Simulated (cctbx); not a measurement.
# Interatomic vectors of Al4Mo2Ru

Space group P4/nmm (no. 129, origin choice 1), a = 6.7770 Å, b = 6.7770 Å, c = 4.8910 Å, α = 90.00°, β = 90.00°, γ = 90.00°, content Ru2 Mo4 Al8.

The data are simulated with cctbx, not measured: Mo Kα, λ = 0.71073 Å, to d = 0.77 Å, 50 % of the full sphere, strongest reflection 5000 counts, noise from counting, a 1.5 % proportional error and a noise floor of 4 counts (s.d.); no absorption.

Patterson synthesis, origin scaled to 1000:

```text
Patterson group P 4/m m m
      u       v       w   height  length (A)
  0.000   0.000   0.000   1000.0     0.00
  0.500   0.500   0.500    909.5     5.38
  0.500   0.500   0.000    642.2     4.79
  0.000   0.000   0.500    635.5     2.45
  0.000   0.500   0.251    556.1     3.60
  0.181   0.181   0.500    102.3     3.00
  0.184   0.316   0.246     95.6     2.75
  0.318   0.318   0.000     72.0     3.05
  0.101   0.101   0.372      7.0     2.06
  0.131   0.500   0.385      6.5     3.98
  0.117   0.392   0.360      4.7     3.29
  0.000   0.371   0.078      3.7     2.55
  0.000   0.000   0.238     -0.0     1.16
  0.000   0.500   0.000     -1.5     3.39
```

Q: Assign the vectors.

A peak at u stands for all pairs with xi − xj = u, with weight Σ ZiZj against Σ Z² = 12280 at the origin. Peak heights follow these weights only roughly, since form factors, motion and series ripples differ, all vectors within 0.55 Å of a peak are counted as merged into it though the farther ones add only part of their weight, and F(000) is left out, which lowers the whole map:

| u | v | w | shortest length (Å) | height | 1000 ΣZiZj/ΣZ² | pairs in the cell |
| --- | --- | --- | --- | --- | --- | --- |
| 0.500 | 0.500 | 0.500 | 5.38 | 910 | 999 | 4 × Ru–Mo, 2 × Mo–Mo, 8 × Al–Al |
| 0.500 | 0.500 | 0.000 | 4.79 | 642 | 603 | 2 × Ru–Ru, 2 × Mo–Mo |
| 0.000 | 0.000 | 0.500 | 2.45 | 636 | 602 | 4 × Ru–Mo |
| 0.000 | 0.500 | 0.251 | 3.60 | 556 | 588 | 2 × Ru–Mo, 2 × Mo–Mo |
| 0.181 | 0.181 | 0.500 | 3.00 | 102 | 178 | 4 × Mo–Al |
| 0.184 | 0.316 | 0.246 | 2.75 | 96 | 182 | 2 × Ru–Al, 2 × Mo–Al |
| 0.318 | 0.318 | 0.000 | 3.05 | 72 | 205 | 4 × Mo–Al, 2 × Al–Al |

The table stops at ten peaks or at a height of 45, below which ripples compete. In the model behind the data Ru, the heaviest element, has 1 independent site: (0, 0, 1/2), up to an allowed shift of origin; the Ru–Ru vectors are differences of these positions and their symmetry mates. Elements of similar Z can't be told apart from the map alone. The whole model:

```
atom  mult.       x       y       z  Ueq (Å²)
 Ru1      2       0       0     1/2    0.0169
 Mo1      2     1/2     1/2       0    0.0206
 Mo2      2       0     1/2  0.2311    0.0226
 Al1      8  0.8210  0.3210  0.7025    0.0345
```

This is a model crystal, built by substitution and not relaxed, with assumed displacement parameters.

[Logs are printed without paths, hosts, clocks, repeated set-up lines and the standing remarks that a program may print on its own settings, such as how far it seeks lower states.]
